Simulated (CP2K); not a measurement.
Consider trifluoroacetic acid at its PBE geometry (Å).

```xyz
8

O     1.2241   -0.8369    0.3761
C     0.6008    0.2890   -0.0486
O     1.1207    1.3409   -0.3501
C    -0.9314    0.0276   -0.0849
F    -1.3775   -0.3271    1.1540
F    -1.5913    1.1320   -0.4824
F    -1.2312   -0.9829   -0.9476
H     2.1859   -0.6425    0.3836
```

Method: CP2K XAS_TDP, all-electron GAPW, PBEh(45%), aug-cc-pVDZ, TDA, GW2X-corrected core level, no relativity.

**Question.** Predict the bright core excitations at the C K edge.

Leading lines: C2 290.39 eV and C4 295.76 eV. The leading line of an atom is its first one with 35 % of the strongest within 2.5 eV of its lowest line over the strength cut. Core ionisation energies at this level: C2 298.27 and C4 300.99 eV.

The first six lines of each atom with a strength over 0.0015:

| atom | energy (eV) | states | strength, one atom | above the computed threshold |
| --- | --- | --- | --- | --- |
| C2 (bonded to C and 2 O) | 290.39 | 1 | 0.0713 |  |
|  | 295.69 | 1 | 0.0032 |  |
|  | 297.03 | 1 | 0.0040 |  |
|  | 297.51 | 1 | 0.0206 |  |
|  | 297.68 | 1 | 0.0039 |  |
|  | 297.79 | 1 | 0.0103 |  |
| C4 (bonded to C and 3 F) | 295.76 | 1 | 0.0357 |  |
|  | 297.41 | 1 | 0.0831 |  |
|  | 298.56 | 1 | 0.0494 |  |
|  | 299.52 | 1 | 0.0621 |  |
|  | 299.61 | 1 | 0.0081 |  |
|  | 300.42 | 1 | 0.0273 |  |

Lines are vertical, at one geometry, with no vibrational structure. GW2X ionisation energies and lines can be off by 1 to 2 eV either way, and a good line position may hide errors that cancel. These values hold no scalar relativity, about 0.1 eV for C 1s. Rydberg lines, and the discretised continuum above threshold, depend on the basis and the box.

[Banner, clock and machine lines of the logs are left out without a mark of their own.]

[Logs are printed without paths, hosts, clocks, repeated set-up lines and the standing remarks that a program may print on its own settings, such as how far it seeks lower states.]

[Hosts, paths, dates, database ids (printed as entryN), source tags and the programs' standing remarks are cut or masked in the printed files.]
